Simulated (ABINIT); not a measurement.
# Ca2Si (Fm-3m): G0W0 in ABINIT against the bands in the self-energy, part 2 of 2

How does the gap of Ca2Si (Fm-3m) converge in the bands in the self-energy?

ABINIT 10.8.3; LDA and many-body steps on it, plane waves. Known limits of the many-body steps: not at the basis limit; mesh may overstate the screening; coarse k mesh.

So far. Step 2 (Screening, 2×2×2 mesh, 161 bands, screening to 176.9 eV): Local fields lower ε∞ by 24 %. On a Γ-centred mesh this coarse the value itself is usually too large, while a short band sum pulls it down.

**5. 49 bands**

Level of this step: G0W0 on LDA, plane waves, norm-conserving pseudopotentials (ABINIT).

The self-energy is evaluated for the states that the input lists, and the levels follow from it, in one-shot runs by the linearised quasiparticle equation.

The input, run.abi:

```
acell 3*1.0 Angstrom
rprim 
  -0.000000000000 3.585232820000 3.585232820000
  3.585232820000 -0.000000000000 3.585232820000
  3.585232820000 3.585232820000 -0.000000000000
ntypat 2
znucl 20 14
natom 3
typat 1 1 2
xred 
  0.750000000000 0.750000000000 0.750000000000
  0.250000000000 0.250000000000 0.250000000000
  0.000000000000 0.000000000000 0.000000000000
pp_dirpath "pseudos"
pseudos "Ca.upf, Si.upf"
ecut 30
ngkpt 2 2 2
nshiftk 1
shiftk 0 0 0
kptopt 1
chksymbreak 0
istwfk *1
occopt 1
irdwfk 1
optdriver 4
nband 49
gwcalctyp 0
ecutsigx 30
symsigma 1
nkptgw 2
kptgw 
  0.5000000000 0.5000000000 0.0000000000
  0.0000000000 0.0000000000 0.0000000000
bdgw 
  11 14
  10 15
ecuteps 6.5
irdscr 1
ppmodel 1
indata_prefix "in"
outdata_prefix "out"
tmpdata_prefix "tmp"
```

The run is started by

```console
OMP_NUM_THREADS=1 mpirun -n 4 abinit run.abi > log
```

The program printed:

```text
.Version 10.8.3 of ABINIT. v10.8.2 released Aug 2026.

 Symmetries : space group Fm -3 m (#225); Bravais cF (face-center cubic)
[... echo of the input left out ...]
== DATASET  1 ==================================================================
-   mpi_nproc: 4, omp_nthreads: 1 (-1 if OMP is not activated)

--- !DatasetInfo
iteration_state: {dtset: 1, }
dimensions: {natom: 3, nkpt: 3, mband: 49, nsppol: 1, nspinor: 1, nspden: 1, mpw: 4910, }
cutoff_energies: {ecut:  30.0, pawecutdg:  -1.0, }
[...]
Band     E0 <VxcDFT>   SigX SigC(E0)      Z dSigC/dE  Sig(E)    E-E0       E
[...]
14   5.307 -11.657  -5.687  -4.008   0.760  -0.316 -10.166   1.491   6.798
       15   5.307 -11.657  -5.687  -4.008   0.760  -0.316 -10.166   1.491   6.798

== END DATASET(S) ==============================================================
================================================================================

 -outvars: echo values of variables after computation  --------
           etotal      0.0000000000E+00
            nband          49
             nkpt           3
          spgroup         225
 [... the other variables as echoed above ...]

 Calculation completed.
```

Elapsed: 8.9 s, on 4 MPI ranks of Arm Neoverse V1, shared host; peak memory 0.78 GiB.

This step gave:

```
G0W0 gap on the points computed              : 1.051 eV
starting gap on the mesh                     : 0.5088 eV
k of the valence top                         : 0.5, 0.5, 0
k of the conduction bottom                   : 0.5, 0.5, 0
least direct G0W0 gap on the computed points : 1.051 eV
```

The gap on the mesh goes from 0.51 eV to 1.05 eV, a correction of +0.54 eV.

**6. 99 bands**

Edit run.abi of step 5 so:

```diff
@@ -25,3 +25,3 @@
 optdriver 4
-nband 49
+nband 99
 gwcalctyp 0
```

The program printed:

```text
.Version 10.8.3 of ABINIT. v10.8.2 released Aug 2026.

 Symmetries : space group Fm -3 m (#225); Bravais cF (face-center cubic)
[... echo of the input left out ...]
== DATASET  1 ==================================================================
-   mpi_nproc: 4, omp_nthreads: 1 (-1 if OMP is not activated)

--- !DatasetInfo
iteration_state: {dtset: 1, }
dimensions: {natom: 3, nkpt: 3, mband: 99, nsppol: 1, nspinor: 1, nspden: 1, mpw: 4910, }
cutoff_energies: {ecut:  30.0, pawecutdg:  -1.0, }
[...]
Band     E0 <VxcDFT>   SigX SigC(E0)      Z dSigC/dE  Sig(E)    E-E0       E
[...]
14   5.307 -11.657  -5.687  -4.348   0.756  -0.322 -10.431   1.226   6.534
       15   5.307 -11.657  -5.687  -4.348   0.756  -0.322 -10.431   1.226   6.534

== END DATASET(S) ==============================================================
================================================================================

 -outvars: echo values of variables after computation  --------
           etotal      0.0000000000E+00
            nband          99
             nkpt           3
          spgroup         225
 [... the other variables as echoed above ...]

 Calculation completed.
```

Wall time 14 s (4 MPI ranks); peak memory 0.9 GiB.

Numbers from this step:

```yaml
g0w0_gap_on_the_points_computed: 1.148 eV
starting_gap_on_the_mesh: 0.5088 eV
k_of_the_valence_top: 0.5, 0.5, 0
k_of_the_conduction_bottom: 0.5, 0.5, 0
least_direct_g0w0_gap_on_the_computed_points: 1.148 eV
```

Against the run before, the gap moves by +0.097 eV.

**7. 161 bands**

Edit run.abi of step 6 so:

```diff
@@ -25,3 +25,3 @@
 optdriver 4
-nband 99
+nband 161
 gwcalctyp 0
```

The program printed:

```text
.Version 10.8.3 of ABINIT. v10.8.2 released Aug 2026.

 Symmetries : space group Fm -3 m (#225); Bravais cF (face-center cubic)
[... echo of the input left out ...]
== DATASET  1 ==================================================================
-   mpi_nproc: 4, omp_nthreads: 1 (-1 if OMP is not activated)

--- !DatasetInfo
iteration_state: {dtset: 1, }
dimensions: {natom: 3, nkpt: 3, mband: 161, nsppol: 1, nspinor: 1, nspden: 1, mpw: 4910, }
cutoff_energies: {ecut:  30.0, pawecutdg:  -1.0, }
[...]
Band     E0 <VxcDFT>   SigX SigC(E0)      Z dSigC/dE  Sig(E)    E-E0       E
[...]
14   5.307 -11.657  -5.687  -4.490   0.755  -0.324 -10.539   1.118   6.425
       15   5.307 -11.657  -5.687  -4.490   0.755  -0.324 -10.539   1.118   6.425

== END DATASET(S) ==============================================================
================================================================================

 -outvars: echo values of variables after computation  --------
           etotal      0.0000000000E+00
            nband         161
             nkpt           3
          spgroup         225
 [... the other variables as echoed above ...]

 Calculation completed.
```

Elapsed: 22 s, on 4 MPI ranks; peak memory 1 GiB; 86 s of CPU time.

This step gave:

```
G0W0 gap on the points computed              : 1.176 eV
starting gap on the mesh                     : 0.5088 eV
k of the valence top                         : 0.5, 0.5, 0
k of the conduction bottom                   : 0.5, 0.5, 0
least direct G0W0 gap on the computed points : 1.176 eV
```

Against the run before, the gap moves by +0.028 eV.

**8. Side by side**

Times are wall times on 4 MPI ranks of Arm Neoverse V1, shared host, good to a factor of about two. A run's time includes the screening step that it read.

```tsv
run	mesh	bands	screening cutoff (eV)	DFT gap (eV)	gap on the mesh (eV)	direct (eV)	ε∞ used	time
20 bands	2×2×2	20	176.9	0.509	0.693	0.693	68.52	18 s
25 bands	2×2×2	25	176.9	0.509	0.746	0.746	68.52	19 s
49 bands	2×2×2	49	176.9	0.509	1.051	1.051	68.52	22 s
99 bands	2×2×2	99	176.9	0.509	1.148	1.148	68.52	27 s
161 bands	2×2×2	161	176.9	0.509	1.176	1.176	68.52	34 s
```

**9. Summary of results**

| Quantity | Value |
| --- | --- |
| 20 bands | 0.693 eV |
| 25 bands | 0.746 eV |
| 49 bands | 1.051 eV |
| 99 bands | 1.148 eV |
| 161 bands | 1.176 eV |
| known limits | not at the basis limit; mesh may overstate the screening; coarse k mesh |

The setting moved: bands in the self-energy. From 20 bands to 161 bands the gap moves by +0.48 eV. The last step still moves it by +0.028 eV. Bands and screening cutoff are coupled, so a series along one setting does not show full convergence. Bands and cutoff are finite, so the gap is not at the basis limit. The miss can reach some tenths of an eV and take either sign; the mesh is an error of its own. In the first G0W0 run levels were corrected at 2 k points alone, so a gap called «on the mesh» is the least over those, and an edge elsewhere would be missed. The 2×2×2 mesh is coarse for this cell, which bears on the long-range parts of exchange and screening. For the LDA start: The RPA ε∞ on this mesh reaches over 25; with a narrow direct gap a coarse mesh can overstate it, and the correction is then too small.

[Paths, hosts, dates, memory and timing lines, banners, echoed tables and standing remarks are left out of the program output.]

[Logs are printed without paths, hosts, clocks, repeated set-up lines and the standing remarks that a program may print on its own settings, such as how far it seeks lower states.]

[Runs of the session that timed out or met a known fault of the program may be left out.]

[No measured gap is set beside runs whose start may be inverted or whose files or cutoffs have a known fault.]

[Hosts, paths, dates, database ids (printed as entryN), source tags and the programs' standing remarks are cut or masked in the printed files.]

[G0W0 gaps are taken among the corrected bands and points alone; a level outside them can change the order at an edge.]

[Where Ansatz stands beside ABINIT at settings called matched, ABINIT's density can come from a denser mesh and the files from another edition; pairs whose starting gaps differed by over 0.03 eV were left out, so agreement reads better than it is.]
